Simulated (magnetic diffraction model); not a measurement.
## YbSc: the ordered moment from one line

Space group Pm-3m (no. 221), a = 3.5440 Å.

| site | atom | x | y | z |
| --- | --- | --- | --- | --- |
| 1b | Yb | 1/2 | 1/2 | 1/2 |
| 1a | Sc | 0 | 0 | 0 |

The compound is invented for this exercise: a known structure type with other elements, its cell scaled to their sizes and not relaxed.

Only Yb is taken to order (form factors of Yb3+); orders and moment sizes are assumed, and not adapted to the symmetry. Radiation: neutrons of λ = 2.567 Å, 5° to 90°; isotropic B of 0.14 Å² (Yb) and 0.14 Å² (Sc). Simulated constant-wavelength pattern: nuclear and magnetic terms add, the magnetic one as |2.695 fm × Σ f S⊥ exp(2πi Q·r) exp(−B s²)|², summed over all Q at one angle with the factor 1/(sin²θ cos θ). For collinear order S is the moment m, which repeats by lattice and centring translations R with the sign exp(−2πi k·R). Free-ion form factors, Sears's scattering lengths of 1992, no absorption; a label names one of the reflections at its angle. The strongest nuclear line in the range is 100, and lines under 0.2 are left out.

In a first state the assumed order is k = (0 0 0), collinear moments along [100], 3.8 μB on Yb, with this pattern:

```csv
2θ (°),index,nuclear,magnetic
42.47,(0 1 0),0.0,9.3
61.62,(1 1 0),100.0,8.9
77.70,(1 1 1),0.0,3.8
```

**Question.** Nearer the ordering temperature the line at 42.47° has total intensity 0.8 on the same scale, and all moments have shrunk alike. How large is the Yb moment?

The nuclear part, 0.0, stays, so the magnetic part is 0.8 against 9.3. It goes as m², so m = 3.8 × √(0.8/9.3) = 1.11 μB; the value used was 1.14 μB.

[Logs are printed without paths, hosts, clocks, repeated set-up lines and the standing remarks that a program may print on its own settings, such as how far it seeks lower states.]
